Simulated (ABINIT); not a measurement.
Planning a run of ABINIT 10.8.3 on La2O3 (P-3m1). The input:

```
acell 3*1.0 Angstrom
rprim 
  3.930777878010 -0.000000000002 0.000000000000
  -1.965388939003 3.404153498992 0.000000000000
  0.000000000000 0.000000000000 6.111953520000
ntypat 2
znucl 57 8
natom 5
typat 1 1 2 2 2
xred 
  0.666666666667 0.333333333333 0.753764320000
  0.333333333333 0.666666666667 0.246235680000
  0.666666666667 0.333333333333 0.354109350000
  0.333333333333 0.666666666667 0.645890650000
  -0.000000000000 -0.000000000000 0.000000000000
pp_dirpath "pseudos"
pseudos "La.upf, O.upf"
ecut 50
ngkpt 3 3 2
nshiftk 1
shiftk 0 0 0
kptopt 1
chksymbreak 0
istwfk *1
occopt 1
irdwfk 1
optdriver 4
nband 119
gwcalctyp 10
ecutsigx 50
symsigma 1
nkptgw 6
kptgw 
  0.0000000000 0.0000000000 0.0000000000
  0.3333333333 0.0000000000 0.0000000000
  0.3333333333 0.3333333333 0.0000000000
  0.0000000000 0.0000000000 0.5000000000
  0.3333333333 0.0000000000 0.5000000000
  0.3333333333 0.3333333333 0.5000000000
bdgw 
  12 24
  12 24
  12 24
  12 24
  12 24
  12 24
ecuteps 4.8
irdscr 1
ppmodel 1
irdqps 1
indata_prefix "in"
outdata_prefix "out"
tmpdata_prefix "tmp"
```

```sh
OMP_NUM_THREADS=1 mpirun -n 4 abinit run.abi > log
```

**Question.** Estimate wall time and host memory on 4 MPI ranks of Arm Neoverse V1, shared host.

It took 96 s; on shared hardware allow 48 s to 3.2 min. Peak host memory was 1.7 GiB.

[Paths, hosts, dates, memory and timing lines, banners, echoed tables and standing remarks are left out of the program output.]

[Logs are printed without paths, hosts, clocks, repeated set-up lines and the standing remarks that a program may print on its own settings, such as how far it seeks lower states.]

[Runs of the session that timed out or met a known fault of the program may be left out.]

[Hosts, paths, dates, database ids (printed as entryN), source tags and the programs' standing remarks are cut or masked in the printed files.]

[G0W0 gaps are taken among the corrected bands and points alone; a level outside them can change the order at an edge.]

[Where Ansatz stands beside ABINIT at settings called matched, ABINIT's density can come from a denser mesh and the files from another edition; pairs whose starting gaps differed by over 0.03 eV were left out, so agreement reads better than it is.]
